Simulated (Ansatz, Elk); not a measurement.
# Bonding as seen by X-rays: Sc3BRu

Structure refinements treat a crystal as free atoms side by side. For a made-up structure of Sc3BRu (cell and positions from a PBE relaxation) the runs below show what the calculated density changes in F(hkl).

Calculated with Elk 11.2.3 (patched build); DFT, PBE, all-electron APW+lo, Dirac cores, scalar-relativistic bands, static density, no spin.

The structure was built from a prototype and need not be the compound's stable phase.

## (1) Set-up

It takes space group Pm-3m (No. 221, cubic). Conventional cell: a = 4.531 Å, b = 4.531 Å, c = 4.531 Å, α = 90.00°, β = 90.00°, γ = 90.00°. Nearest to Ru lie 12 Sc at 3.20 Å. Nearest to Sc lie 2 B at 2.27 Å and 8 Sc at 3.20 Å and 4 Ru at 3.20 Å. B has 6 Sc at 2.27 Å nearest. Farther neighbours are not listed.

## (2) Ground state and structure factors

An all-electron density is needed, since X-rays see the cores too. Task 0 finds the density and task 195 Fourier-transforms it; tshift is off so that phases refer to the origin typed.

Contents of elk.in:

```
tasks
  0
  195

xctype
  20

spinpol
  .false.

rgkmax
  7.0

gmaxvr
  14.0

lmaxo
  7

lmaxapw
  8

swidth
  0.002

tshift
  .false.

ramdisk
  .false.

hmaxvr
  5.5

maxscl
  120

epspot
  1e-06

sppath
  './'

avec
  8.56321831448 -0.00000000000 0.00000000000
  0.00000000000 8.56321831448 0.00000000000
  0.00000000000 0.00000000000 8.56321831448

atoms
  3
  'Ru.in'
  1
  -0.0000000000 0.0000000000 0.0000000000   0.000000 0.000000 0.000000
  'Sc.in'
  3
  0.5000000000 0.5000000000 -0.0000000000   0.000000 0.000000 0.000000
  0.5000000000 -0.0000000000 0.5000000000   0.000000 0.000000 0.000000
  0.0000000000 0.5000000000 0.5000000000   0.000000 0.000000 0.000000
  'B.in'
  1
  0.5000000000 0.5000000000 0.5000000000   0.000000 0.000000 0.000000

ngridk
  5 5 5
```

Run with:

```sh
OMP_NUM_THREADS=4 elk
```

Numbers of over 12 decimals in the logs are rounded to 6 here.

What it wrote:

```text
┌─────────────────────────┐
│ Elk code version 11.2.3 │
└─────────────────────────┘

All units are atomic (Hartree, Bohr, etc.)

┌─────────────────────────────────────────────────┐
│ Ground-state run starting from atomic densities │
└─────────────────────────────────────────────────┘

Lattice vectors :
   8.563218314      -0.000000000       0.000000000
   0.000000000       8.563218314       0.000000000
   0.000000000       0.000000000       8.563218314

Reciprocal lattice vectors :
  0.7337411095       0.000000000       0.000000000
   0.000000000      0.7337411095      -0.000000000
  -0.000000000       0.000000000      0.7337411095

Unit cell volume      :    627.9297345
Brillouin zone volume :   0.3950286152

Muffin-tin inner radius fraction :   0.1000000000E-01

Nuclei treated as point charges

Species : 1 (Ru)
 parameters loaded from : Ru.in
 name : ruthenium
 nuclear charge    :   -44.00000000
 electronic charge :    44.00000000
 atomic mass :    184239.3393
 muffin-tin radius :    2.600000000
 number of radial points in muffin-tin :   1193
 inner part over the whole radius :   0.9963931919E-02
 number on inner part of muffin-tin    :    849
 approximate nuclear radius :   0.8462081736E-04
 number of mesh points to nuclear radius :    422
 atomic positions (lattice), magnetic fields (Cartesian) :
  1 :   0.00000000  0.00000000  0.00000000    0.00000000  0.00000000  0.00000000

Species : 2 (Sc)
 parameters loaded from : Sc.in
 name : scandium
 nuclear charge    :   -21.00000000
 electronic charge :    21.00000000
 atomic mass :    81949.61073
 muffin-tin radius :    2.400000000
 number of radial points in muffin-tin :    993
 inner part over the whole radius :   0.9898716403E-02
 number on inner part of muffin-tin    :    698
 approximate nuclear radius :   0.6711386133E-04
 number of mesh points to nuclear radius :    323
 atomic positions (lattice), magnetic fields (Cartesian) :
  1 :   0.50000000  0.50000000  0.00000000    0.00000000  0.00000000  0.00000000
  2 :   0.50000000  0.00000000  0.50000000    0.00000000  0.00000000  0.00000000
  3 :   0.00000000  0.50000000  0.50000000    0.00000000  0.00000000  0.00000000

Species : 3 (B)
 parameters loaded from : B.in
 name : boron
 nuclear charge    :   -5.000000000
 electronic charge :    5.000000000
 atomic mass :    19707.24742
 muffin-tin radius :    1.800000000
 number of radial points in muffin-tin :    593
 inner part over the whole radius :   0.9957276294E-02
 number on inner part of muffin-tin    :    405
 approximate nuclear radius :   0.4534157419E-04
 number of mesh points to nuclear radius :    161
 atomic positions (lattice), magnetic fields (Cartesian) :
  1 :   0.50000000  0.50000000  0.50000000    0.00000000  0.00000000  0.00000000

Total number of atoms per unit cell :    5
Total muffin-tin volume :    271.7687085
 ratio of muffin-tin to unit cell volume :   0.4328011457

Spin treatment :
 spin-unpolarised

Number of Bravais lattice symmetries :   48
Number of crystal symmetries         :   48
Crystal has inversion symmetry
Real symmetric eigensolver will be used

k-point grid :      5     5     5
k-point offset :    0.000000000       0.000000000       0.000000000
k-point set is reduced with full crystal symmetry group
Total number of k-points :       10

Muffin-tin radius times maximum |G+k| :    7.000000000
 using average radius
Maximum |G+k| for APW functions       :    3.017241379
Maximum (1/2)|G+k|²                   :    4.551872771
Maximum |G| for potential and density :    14.00000000
Constant for pseudocharge density :    9
 order of it for each species :   16  16  16
 order of it for pair densities of each species (exact exchange by exxq0 0: 17) :   12  10   4
Radial integration step length :    1

G-vector grid sizes :     40    40    40
Number of G-vectors :    29039

Maximum angular momentum used for
 APW functions            :    8
 outer part of muffin-tin :    7
 inner part of muffin-tin :    2

Total nuclear charge    :   -112.0000000
[...]
xc potential                :     -293.59917678853
 exchange                    :     -248.98114834488
 correlation                 :     -5.137331
 electron entropic           :    -0.25616974625658E-02
 total energy                :     -6849.4735458042

Density of states at Fermi energy :    189.5561671
 (states/Hartree/unit cell)

Estimated indirect band gap :   0.3644448133E-02
 from k-point 5 to k-point 6
Estimated direct band gap   :   0.7648575263E-02
 at k-point 7

Charges :
 core                        :    60.00000000
 valence                     :    52.00000000
 interstitial                :    8.520764190
 muffin-tins (core leakage)
  species : 1 (Ru)
   atom 1                    :    40.22353363     ( -0.2962075136E-06)
  species : 2 (Sc)
[...]
species : 3 (B)
[...]
total in muffin-tins        :    103.4792358
 total calculated charge     :    111.9995230
 total charge                :    112.0000000
 error                       :   0.4769808798E-03

RMS change in Kohn-Sham potential (target) :    1.762988003     (  0.1000000000E-05)
Absolute change in total energy (target)   :    1.260207043     (  0.1000000000E-03)

[... loops 3 to 22 left out ...]

┌──────────────────┐
│ Loop number : 23 │
└──────────────────┘

Energies :
 Fermi                       :     0.232041
 sum of occupied eigenvalues :     -4056.6976622568
 electron kinetic            :      7052.0979927449
 core electron kinetic       :      6750.8860527681
 Coulomb                     :     -13646.290358719
 Coulomb potential           :     -10777.171501499
 nuclear-nuclear             :     -846.75088873297
 electron-nuclear            :     -14843.717725388
 Hartree                     :      2044.1782554014
 Madelung                    :     -8257.7046079697
 xc potential                :     -331.62415350250
 exchange                    :     -250.02890166479
 correlation                 :     -5.154405
 electron entropic           :    -0.23584492257150E-02
 total energy                :     -6849.3780315275

Density of states at Fermi energy :    188.1585308
 (states/Hartree/unit cell)

Estimated indirect band gap :   0.2982408115E-02
 from k-point 4 to k-point 6
Estimated direct band gap   :   0.8474762873E-02
 at k-point 5

Charges :
 core                        :    60.00000000
 valence                     :    52.00000000
 interstitial                :    7.666335985
 muffin-tins (core leakage)
  species : 1 (Ru)
[...]
species : 2 (Sc)
[...]
species : 3 (B)
[...]
total in muffin-tins        :    104.3336640
 total calculated charge     :    111.9998429
 total charge                :    112.0000000
 error                       :   0.1571101427E-03

RMS change in Kohn-Sham potential (target) :   0.5662674195E-06 (  0.1000000000E-05)
Absolute change in total energy (target)   :   0.4053086286E-04 (  0.1000000000E-03)

Convergence targets achieved

┌──────────────────┐
│ Loop number : 24 │
└──────────────────┘

Energies :
 Fermi                       :     0.232041
 sum of occupied eigenvalues :     -4056.6976828848
 electron kinetic            :      7052.0979919774
 core electron kinetic       :      6750.8860603602
 Coulomb                     :     -13646.290357414
 Coulomb potential           :     -10777.171524074
 nuclear-nuclear             :     -846.75088873297
 electron-nuclear            :     -14843.717700183
 Hartree                     :      2044.1782315025
 Madelung                    :     -8257.7045953764
 xc potential                :     -331.62415078771
 exchange                    :     -250.02890116232
 correlation                 :     -5.154405
 electron entropic           :    -0.23584514558619E-02
 total energy                :     -6849.3780304907

Density of states at Fermi energy :    188.1587153
 (states/Hartree/unit cell)

Estimated indirect band gap :   0.2982407319E-02
 from k-point 4 to k-point 6
Estimated direct band gap   :   0.8474743272E-02
 at k-point 5

Charges :
 core                        :    60.00000000
 valence                     :    52.00000000
 interstitial                :    7.666336752
 muffin-tins (core leakage)
  species : 1 (Ru)
[...]
species : 2 (Sc)
[...]
atom 2                    :    19.19009447     ( -0.2163152235E-06)
   atom 3                    :    19.19009447     ( -0.2163152235E-06)
  species : 3 (B)
   atom 1                    :    4.058083714     (  0.7070226465E-04)
 total in muffin-tins        :    104.3336632
 total calculated charge     :    111.9998429
 total charge                :    112.0000000
 error                       :   0.1571095939E-03

┌──────────────────────────────┐
│ Self-consistent loop stopped │
└──────────────────────────────┘

Wrote STATE.OUT
```

Wall time 22 s (4 threads of Arm Neoverse V2, shared host); peak memory 0.16 GiB; 47 s of CPU time.

SFACRHO.OUT:

```text

h k l indices transformed by vhmat matrix:
   1.000000000       0.000000000       0.000000000    
   0.000000000       1.000000000       0.000000000    
   0.000000000       0.000000000       1.000000000    

      h      k      l  multipl.   |H|            Re(F)            Im(F)           |F|

      0      0      0      1   0.0000000       112.00000     -0.24297625E-16   112.00000    
      0      1      0      6  0.73374111       17.864458      0.20769089E-13   17.864458    
      0     -1      1     12   1.0376666       24.788173      0.12936728E-14   24.788173    
      1     -1     -1      8   1.2708769       78.265995      0.15942936E-13   78.265995    
     -2      0      0      6   1.4674822       79.752293      0.35389843E-13   79.752293    
     -1      0     -2     24   1.6406950       16.235490     -0.26314323E-13   16.235490    
     -2      1      1     24   1.7972913       20.059675     -0.29817903E-13   20.059675    
     -2      2      0     12   2.0753333       67.630689     -0.20720804E-14   67.630689    
     -2     -1      2     24   2.2012233       15.029572     -0.18611773E-13   15.029572    
      3      0      0      6   2.2012233       14.890526      0.97820983E-14   14.890526    
     -3      0     -1     24   2.3202931       18.217491     -0.37267440E-14   18.217491    
     -3     -1      1     24   2.4335440       58.112635      0.24413619E-13   58.112635    
      2      2      2      8   2.5417538       59.943571     -0.79758014E-13   59.943571    
      0     -2     -3     24   2.6455412       13.892634     -0.21027110E-13   13.892634    
     -2      3      1     48   2.7454078       16.993510     -0.17224202E-13   16.993510    
      0      0      4      6   2.9349644       54.642180     -0.46593461E-13   54.642180    
      0      4     -1     24   3.0252921       13.066489     -0.28662305E-14   13.066489    
      3      2      2     24   3.0252921       13.125654      0.13954507E-13   13.125654
```

Elk indexes on the primitive cell of elk.in and gives |H| = 4π sin θ/λ in inverse bohr. Below, one row stands for each form hkl of the conventional cell (m members, Friedel mates merged), F is for one primitive cell and the density is static (no thermal factor). Free-atom factors are Waasmaier and Kirfel's, and R is Σm||F|−|F'||/Σm|F|.

```
hkl   m  sin θ/λ (Å⁻¹)  abs F, DFT  neutral atoms   diff.
100   6          0.110      17.864         18.325  -0.461
110  12          0.156      24.788         24.387  +0.401
111   8          0.191      78.266         78.978  -0.712
200   6          0.221      79.752         80.057  -0.305
210  24          0.247      16.235         16.419  -0.184
211  24          0.270      20.060         20.259  -0.199
220  12          0.312      67.631         67.618  +0.012
221  24          0.331      15.030         14.935  +0.095
300   6          0.331      14.890         14.935  -0.044
310  24          0.349      18.218         18.241  -0.023
311  24          0.366      58.113         57.977  +0.136
222   8          0.382      59.944         59.822  +0.122
320  24          0.398      13.893         13.875  +0.017
321  48          0.413      16.994         16.965  +0.028
400   6          0.441      54.642         54.501  +0.141
410  24          0.455      13.066         13.062  +0.004
322  24          0.455      13.126         13.062  +0.063
330  12          0.468      16.143         16.028  +0.115
```

## (3) The highest occupied states alone

An energy window below the Fermi level keeps the highest occupied states, to see at which angles they scatter; shallow core shells can lie inside it and anion s states outside. No new self-consistency is needed.

Changes to elk.in since step 2:

```diff
@@ -1,3 +1,2 @@
 tasks
-  0
   195
@@ -40,2 +39,5 @@
 
+wsfac
+  -0.319200 0.532040
+
 sppath
```

Run with:

```sh
OMP_NUM_THREADS=4 elk
```

What it wrote:

```text
┌─────────────────────────────────┐
│ Elk code version 11.2.3 started │
└─────────────────────────────────┘

Info(readinput): the functional depends on the density's gradient
 muffin-tin radial points multiplied by    2.00000
 (not where nrmtscf is given)

┌────────────────────┐
│ Current task : 195 │
└────────────────────┘

Info(sfacrho): density structure factors written to SFACRHO.OUT

 Energy window :  -0.3192000000      0.5320400000

┌──────────────────┐
│ Elk code stopped │
└──────────────────┘
```

The job ended after 9.3 s (4 threads; peak memory 0.16 GiB).

States within 15 eV below the Fermi level hold 20.00 electrons; any levels below the window count with the cores. Their amplitudes can exceed the total, where window and core parts have opposite phase:

```
hkl  sin θ/λ (Å⁻¹)  abs F, window  abs F, all
100          0.110          1.968      17.864
110          0.156          5.074      24.788
111          0.191          2.617      78.266
200          0.221          3.515      79.752
210          0.247          0.920      16.235
211          0.270          1.223      20.060
220          0.312          1.495      67.631
221          0.331          0.454      15.030
300          0.331          0.305      14.890
310          0.349          0.317      18.218
```

## (4) Another functional

The difference from free atoms is small, so it is set against the change that LDA (Perdew-Wang) makes.

Changes to elk.in since step 3:

```diff
@@ -1,2 +1,3 @@
 tasks
+  0
   195
@@ -4,3 +5,3 @@
 xctype
-  20
+  3
 
@@ -39,5 +40,2 @@
 
-wsfac
-  -0.319200 0.532040
-
 sppath
```

Run with:

```sh
OMP_NUM_THREADS=4 elk
```

What it wrote:

```text
┌─────────────────────────┐
│ Elk code version 11.2.3 │
└─────────────────────────┘

All units are atomic (Hartree, Bohr, etc.)

┌─────────────────────────────────────────────────┐
│ Ground-state run starting from atomic densities │
└─────────────────────────────────────────────────┘

Lattice vectors :
   8.563218314      -0.000000000       0.000000000
   0.000000000       8.563218314       0.000000000
   0.000000000       0.000000000       8.563218314

Reciprocal lattice vectors :
  0.7337411095       0.000000000       0.000000000
[...]
interstitial                :    7.621392922
 muffin-tins (core leakage)
  species : 1 (Ru)
[...]
species : 2 (Sc)
[...]
atom 3                    :    19.20913518     ( -0.3512587124E-05)
  species : 3 (B)
   atom 1                    :    4.046609446     (  0.7324587071E-04)
 total in muffin-tins        :    104.3786071
 total calculated charge     :    111.9998548
 total charge                :    112.0000000
 error                       :   0.1451824179E-03

┌──────────────────────────────┐
│ Self-consistent loop stopped │
└──────────────────────────────┘

Wrote STATE.OUT
[key lines of the parts left out:]
total energy                :     -6839.5691567137
```

The job ended after 11 s (4 threads; peak memory 0.16 GiB; 23 s of CPU time).

Against the first run R = 0.05 %; the largest change is -0.046 at 220.

## (5) A coarser k-mesh

About half the k-points along each axis test the sampling.

Changes to elk.in since step 4:

```diff
@@ -5,3 +5,3 @@
 xctype
-  3
+  20
 
@@ -63,2 +63,2 @@
 ngridk
-  5 5 5
+  2 2 2
```

Run with:

```sh
OMP_NUM_THREADS=4 elk
```

What it wrote:

```text
┌─────────────────────────┐
│ Elk code version 11.2.3 │
└─────────────────────────┘

All units are atomic (Hartree, Bohr, etc.)

┌─────────────────────────────────────────────────┐
│ Ground-state run starting from atomic densities │
└─────────────────────────────────────────────────┘

Lattice vectors :
   8.563218314      -0.000000000       0.000000000
   0.000000000       8.563218314       0.000000000
   0.000000000       0.000000000       8.563218314

Reciprocal lattice vectors :
  0.7337411095       0.000000000       0.000000000
[...]
interstitial                :    7.686437708
 muffin-tins (core leakage)
  species : 1 (Ru)
[...]
species : 2 (Sc)
[...]
atom 3                    :    19.18770748     ( -0.2163173018E-06)
  species : 3 (B)
   atom 1                    :    4.066264522     (  0.7090451951E-04)
 total in muffin-tins        :    104.3135623
 total calculated charge     :    111.9997694
 total charge                :    112.0000000
 error                       :   0.2305751056E-03

┌──────────────────────────────┐
│ Self-consistent loop stopped │
└──────────────────────────────┘

Wrote STATE.OUT
[key lines of the parts left out:]
total energy                :     -6849.3552245557
```

Elapsed: 17 s, on 4 threads; peak memory 0.16 GiB.

Against the first run R = 0.17 %; the largest change is +0.203 at 400.

## (6) Settings against the effect

```
              run  R against the first run (%)  R against neutral atoms, low angle (%)  wall time
    PBE, rgkmax 7                         0.00                                    1.02       22 s
LDA (Perdew-Wang)                         0.05                                    1.01       11 s
     k-mesh 2×2×2                         0.17                                    1.02       17 s
```

## (7) What came out

```json
{
 "R against neutral atoms, sin θ/λ < 0.3 Å⁻¹": "1.02 %",
 "R against neutral atoms, 0.3 to 0.83 Å⁻¹": "0.20 %"
}
```

**Reading.** Independent neutral atoms miss the calculated amplitudes by R = 1.02 % below 0.3 Å⁻¹ and 0.20 % from there to 0.83 Å⁻¹; by shells, 2.58 % below 0.15 Å⁻¹ (1 form), 0.95 % 0.15 to 0.3 (5 forms), 0.20 % 0.3 to 0.45 (9 forms), 0.20 % above 0.45 (54 forms). Bonding, aspherical density and the tables' own atoms all enter these figures, and the runs don't part them. The largest change of an amplitude is -0.71 electrons, at 111. The window's part falls from 20.0 electrons at the origin to at most 0.18 between 0.45 and 0.83 Å⁻¹. Below 0.3 Å⁻¹ the changes that finished (LDA (Perdew-Wang) and k-mesh 2×2×2) move F by R = 0.15 % at most, against the 1.02 % that separates it from free atoms. The basis has no finished test. These runs have no spin, though d or f shells may be open. Part of the difference isn't bonding: the tables are fits to free atoms and ions calculated by other methods than this functional. Thermal motion, anomalous dispersion and extinction are left out.

[Logs are printed without paths, hosts, clocks, repeated set-up lines and the standing remarks that a program may print on its own settings, such as how far it seeks lower states.]

[Hosts, paths, dates, database ids (printed as entryN), source tags and the programs' standing remarks are cut or masked in the printed files.]
